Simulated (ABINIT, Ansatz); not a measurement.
# MgB2C2 (Pnnm): bands and cutoff in G0W0 with ABINIT, part 2 of 2

Wanted: a converged G0W0 gap of MgB2C2 (Pnnm), or an estimate of the limit.

ABINIT 10.8.3; PBEsol and many-body steps on it, plane waves. Known limits of the many-body steps: not at the basis limit; coarse k mesh.

So far. Step 3 (Screening, 4×2×4 mesh, 50 bands, screening to 76.2 eV): Local fields lower ε∞ by 5 %. On a Γ-centred mesh this coarse the value itself is usually too large, while a short band sum pulls it down. Step 4 (50 bands, 76.2 eV): The gap on the mesh goes from 1.23 eV to 1.77 eV, a correction of +0.54 eV.

## Step 6: 108 bands, 141.5 eV

This step: G0W0 on PBEsol, plane waves, norm-conserving pseudopotentials.

The input, run.abi:

```
acell 3*1.0 Angstrom
rprim 
  4.614773700000 0.000000000000 0.000000000000
  0.000000000000 7.178871410000 0.000000000000
  0.000000000000 0.000000000000 2.765296290000
ntypat 3
znucl 12 5 6
natom 10
typat 1 1 2 2 2 2 3 3 3 3
xred 
  0.500000000000 0.500000000000 0.500000000000
  0.000000000000 0.000000000000 0.000000000000
  0.883450940000 0.729625690000 0.500000000000
  0.116549060000 0.270374310000 0.500000000000
  0.616549060000 0.229625690000 0.000000000000
  0.383450940000 0.770374310000 0.000000000000
  0.785476000000 0.220340420000 0.500000000000
  0.214524000000 0.779659580000 0.500000000000
  0.714524000000 0.720340420000 0.000000000000
  0.285476000000 0.279659580000 0.000000000000
pp_dirpath "pseudos"
pseudos "Mg.upf, B.upf, C.upf"
ecut 38
ngkpt 4 2 4
nshiftk 1
shiftk 0 0 0
kptopt 1
chksymbreak 0
istwfk *1
occopt 1
irdwfk 1
optdriver 4
nband 108
gwcalctyp 0
ecutsigx 38
symsigma 1
nkptgw 2
kptgw 
  0.0000000000 0.0000000000 0.0000000000
  0.0000000000 0.0000000000 0.2500000000
bdgw 
  23 26
  23 26
ecuteps 5.2
irdscr 1
ppmodel 1
indata_prefix "in"
outdata_prefix "out"
tmpdata_prefix "tmp"
```

Command:

```
$ OMP_NUM_THREADS=1 mpirun -n 8 abinit run.abi > log
```

Numbers of over 12 decimals in the logs are rounded to 6 here.

The log of the run:

```text
.Version 10.8.3 of ABINIT. v10.8.2 released Aug 2026.

 Symmetries : space group Pn n m (# 58); Bravais oP (primitive ortho.)
[... echo of the input left out ...]
== DATASET  1 ==================================================================
-   mpi_nproc: 8, omp_nthreads: 1 (-1 if OMP is not activated)

--- !DatasetInfo
iteration_state: {dtset: 1, }
dimensions: {natom: 10, nkpt: 18, mband: 108, nsppol: 1, nspinor: 1, nspden: 1, mpw: 6956, }
cutoff_energies: {ecut:  38.0, pawecutdg:  -1.0, }
electrons: {nelect:   4.80000000E+01, charge:   0.00000000E+00, occopt:   1.00000000E+00, tsmear:   1.00000000E-02, }

 SIGMA: Calculation of the GW corrections

 Based on a program developped by R.W. Godby, V. Olevano, G. Onida, and L. Reining.
 Incorporated in ABINIT by V. Olevano, G.-M. Rignanese, and M. Torrent.
.Using double precision arithmetic ; gwpc =  8

[... cell and pseudopotentials left out ...]
--------------------------------------------------------------------------------

 ==== K-mesh for the wavefunctions ====
 Number of points in the irreducible wedge :    18
[... list of points left out ...]
 Together with  8 symmetry operations and time-reversal symmetry
 yields    32 points in the full Brillouin Zone.

 ==== Q-mesh for screening function ====
 Number of points in the irreducible wedge :    18
[... list of points left out ...]
 Together with  8 symmetry operations and time-reversal symmetry
 yields    32 points in the full Brillouin Zone.

 vcoul_init : cutoff-mode = AUXILIARY_FUNCTION
 q-points for optical limit:   1
     1)      0.000010    0.000020    0.000030
 setmesh: FFT mesh size selected  =    54x   80x   30
          total number of points  =       129600

 Number of electrons calculated from density =   48.0000; Expected =   48.0000
[...]
number of omega for Sigma on real axis              0
 max omega for Sigma on real axis  [eV]           0.00
 zcut for avoiding poles [eV]                     0.10

 EPSILON^-1 parameters (SCR file):
 dimension of the eps^-1 matrix on file            353
 dimension of the eps^-1 matrix used               353
 number of plane-waves for wavefunctions          6911
 number of bands                                   108
 number of q-points in IBZ                          18
 number of frequencies                               2
 number of real frequencies                          1
 number of imag frequencies                          1

 matrix elements of self-energy operator (all in [eV])

 Perturbative Calculation

--- !SelfEnergy_ee
iteration_state: {dtset: 1, }
kpoint     : [   0.000,    0.000,    0.000, ]
spin       : 1
KS_gap     :    1.745
QP_gap     :    2.342
Delta_QP_KS:    0.597
data: !SigmaeeData |
     Band     E0 <VxcDFT>   SigX SigC(E0)      Z dSigC/dE  Sig(E)    E-E0       E
       23   5.751 -15.502 -18.586   3.108   0.793  -0.261 -15.483   0.019   5.771
       24   5.991 -15.191 -17.607   2.573   0.795  -0.258 -15.066   0.125   6.116
       25   7.736 -12.767  -9.394  -2.472   0.801  -0.248 -12.045   0.722   8.458
[...]
--- !SelfEnergy_ee
iteration_state: {dtset: 1, }
kpoint     : [   0.000,    0.000,    0.250, ]
spin       : 1
KS_gap     :    2.156
QP_gap     :    2.738
Delta_QP_KS:    0.583
data: !SigmaeeData |
     Band     E0 <VxcDFT>   SigX SigC(E0)      Z dSigC/dE  Sig(E)    E-E0       E
[...]
25   7.225 -11.062  -6.982  -3.243   0.807  -0.240 -10.387   0.674   7.899
       26   9.075 -12.182  -7.240  -3.855   0.795  -0.258 -11.317   0.864   9.940

== END DATASET(S) ==============================================================
================================================================================

 -outvars: echo values of variables after computation  --------
           etotal      0.0000000000E+00
            nband         108
             nkpt          18
          spgroup          58
 [... the other variables as echoed above ...]

 Calculation completed.
```

Run time: 18 s. Hardware: 8 MPI ranks of Arm Neoverse V2, shared host; peak memory 3.1 GiB.

This step gave:

- G0W0 gap on the points computed: 1.783 eV
- starting gap on the mesh: 1.234 eV
- k of the valence top: 0, 0, 0
- k of the conduction bottom: 0, 0, 0.25
- Z at the valence top: 0.795
- Z at the conduction bottom: 0.807
- least direct G0W0 gap on the computed points: 2.342 eV

Against G0W0 in ABINIT (4×2×4 mesh, 50 bands, screening to 76.2 eV, Godby-Needs plasmon pole), the gap moves by +0.010 eV.

## Step 7: Screening, 4×2×4 mesh, 232 bands, screening to 217.7 eV

This step: RPA screening on PBEsol, plane waves, norm-conserving pseudopotentials.

run.abi, as its differences from that of step 6:

```diff
@@ -31,17 +31,8 @@
 irdwfk 1
-optdriver 4
-nband 108
-gwcalctyp 0
-ecutsigx 38
-symsigma 1
-nkptgw 2
-kptgw 
-  0.0000000000 0.0000000000 0.0000000000
-  0.0000000000 0.0000000000 0.2500000000
-bdgw 
-  23 26
-  23 26
-ecuteps 5.2
-irdscr 1
-ppmodel 1
+optdriver 3
+nband 232
+ecuteps 8
+inclvkb 2
+awtr 1
+symchi 1
 indata_prefix "in"
```

The log of the run:

```text
.Version 10.8.3 of ABINIT. v10.8.2 released Aug 2026.

 Symmetries : space group Pn n m (# 58); Bravais oP (primitive ortho.)
[... echo of the input left out ...]
== DATASET  1 ==================================================================
-   mpi_nproc: 8, omp_nthreads: 1 (-1 if OMP is not activated)

--- !DatasetInfo
iteration_state: {dtset: 1, }
dimensions: {natom: 10, nkpt: 18, mband: 232, nsppol: 1, nspinor: 1, nspden: 1, mpw: 6956, }
cutoff_energies: {ecut:  38.0, pawecutdg:  -1.0, }
[...]
--------------------------------------------------------------------------------
[... chi0 elements left out ...]
 For q-point:  0.000010 0.000020 0.000030
  dielectric constant =   8.4194
  dielectric constant without local fields =   8.9769

  Average fulfillment of the sum rule on Im[epsilon] for q-point    1 :     73.44  [%]
[... wings left out ...]
  q-point number  2        q = ( 0.250000, 0.000000, 0.000000) [r.l.u.]
--------------------------------------------------------------------------------
[... chi0 elements left out ...]
  Average fulfillment of the sum rule on Im[epsilon] for q-point    2 :     78.87  [%]

 [... 16 further q-points ...]
```

Run time: 7.6 min. Hardware: 8 MPI ranks; peak memory 7.4 GiB; 61 min of CPU time.

This step gave:

```yaml
eps_infinity_with_local_fields_on_this_mesh_along_the_program_s_q_direction: 8.419
the_same_without_local_fields: 8.977
plasma_frequency: 26.88 eV
plane_waves_in_the_screening_matrix: 685
```

## Step 8: 232 bands, 217.7 eV

This step: G0W0 on PBEsol, plane waves, norm-conserving pseudopotentials.

run.abi, as its differences from that of step 7:

```diff
@@ -31,8 +31,17 @@
 irdwfk 1
-optdriver 3
+optdriver 4
 nband 232
+gwcalctyp 0
+ecutsigx 38
+symsigma 1
+nkptgw 2
+kptgw 
+  0.0000000000 0.0000000000 0.0000000000
+  0.0000000000 0.0000000000 0.2500000000
+bdgw 
+  23 26
+  23 26
 ecuteps 8
-inclvkb 2
-awtr 1
-symchi 1
+irdscr 1
+ppmodel 1
 indata_prefix "in"
```

The log of the run:

```text
.Version 10.8.3 of ABINIT. v10.8.2 released Aug 2026.

 Symmetries : space group Pn n m (# 58); Bravais oP (primitive ortho.)
[... echo of the input left out ...]
== DATASET  1 ==================================================================
-   mpi_nproc: 8, omp_nthreads: 1 (-1 if OMP is not activated)

--- !DatasetInfo
iteration_state: {dtset: 1, }
dimensions: {natom: 10, nkpt: 18, mband: 232, nsppol: 1, nspinor: 1, nspden: 1, mpw: 6956, }
cutoff_energies: {ecut:  38.0, pawecutdg:  -1.0, }
[...]
Band     E0 <VxcDFT>   SigX SigC(E0)      Z dSigC/dE  Sig(E)    E-E0       E
[...]
25   7.225 -11.062  -6.982  -3.612   0.805  -0.243 -10.686   0.376   7.601
       26   9.075 -12.182  -7.240  -4.307   0.793  -0.261 -11.678   0.504   9.579

== END DATASET(S) ==============================================================
================================================================================

 -outvars: echo values of variables after computation  --------
           etotal      0.0000000000E+00
            nband         232
             nkpt          18
          spgroup          58
 [... the other variables as echoed above ...]

 Calculation completed.
```

It took 95 s on 8 MPI ranks; peak memory 8.6 GiB.

Numbers from this step:

```
G0W0 gap on the points computed              : 1.903 eV
starting gap on the mesh                     : 1.234 eV
k of the valence top                         : 0, 0, 0
k of the conduction bottom                   : 0, 0, 0.25
least direct G0W0 gap on the computed points : 2.396 eV
```

Against G0W0 in ABINIT (4×2×4 mesh, 108 bands, screening to 141.5 eV, Godby-Needs plasmon pole), the gap moves by +0.120 eV.

## Step 9: Side by side

Times are wall times on 8 MPI ranks of Arm Neoverse V2, shared host, good to a factor of about two. A run's time includes the screening step that it read.

```csv
run,mesh,bands,screening cutoff (eV),DFT gap (eV),gap on the mesh (eV),direct (eV),ε∞ used,time
"50 bands, 76.2 eV",4×2×4,50,76.2,1.234,1.773,2.384,8.47,32 s
"108 bands, 141.5 eV",4×2×4,108,141.5,1.234,1.783,2.342,8.40,1.9 min
"232 bands, 217.7 eV",4×2×4,232,217.7,1.234,1.903,2.396,8.42,9.2 min
```

## Step 10: Summary of results

- 50 bands, 76.2 eV: 1.773 eV
- 108 bands, 141.5 eV: 1.783 eV
- 232 bands, 217.7 eV: 1.903 eV
- known limits: not at the basis limit; coarse k mesh

In words: From the first rung to the last the gap moves by +0.13 eV for 17 times the time. The steps are not yet shrinking, so no limit is drawn. In the first G0W0 run levels were corrected at 2 k points alone, so a gap called «on the mesh» is the least over those, and an edge elsewhere would be missed. The 4×2×4 mesh is coarse for this cell, which bears on the long-range parts of exchange and screening.

[Paths, hosts, dates, memory and timing lines, banners, echoed tables and standing remarks are left out of the program output.]

[Logs are printed without paths, hosts, clocks, repeated set-up lines and the standing remarks that a program may print on its own settings, such as how far it seeks lower states.]

[Runs of the session that timed out or met a known fault of the program may be left out.]

[No measured gap is set beside runs whose start may be inverted or whose files or cutoffs have a known fault.]

[Hosts, paths, dates, database ids (printed as entryN), source tags and the programs' standing remarks are cut or masked in the printed files.]

[G0W0 gaps are taken among the corrected bands and points alone; a level outside them can change the order at an edge.]

[Where Ansatz stands beside ABINIT at settings called matched, ABINIT's density can come from a denser mesh and the files from another edition; pairs whose starting gaps differed by over 0.03 eV were left out, so agreement reads better than it is.]
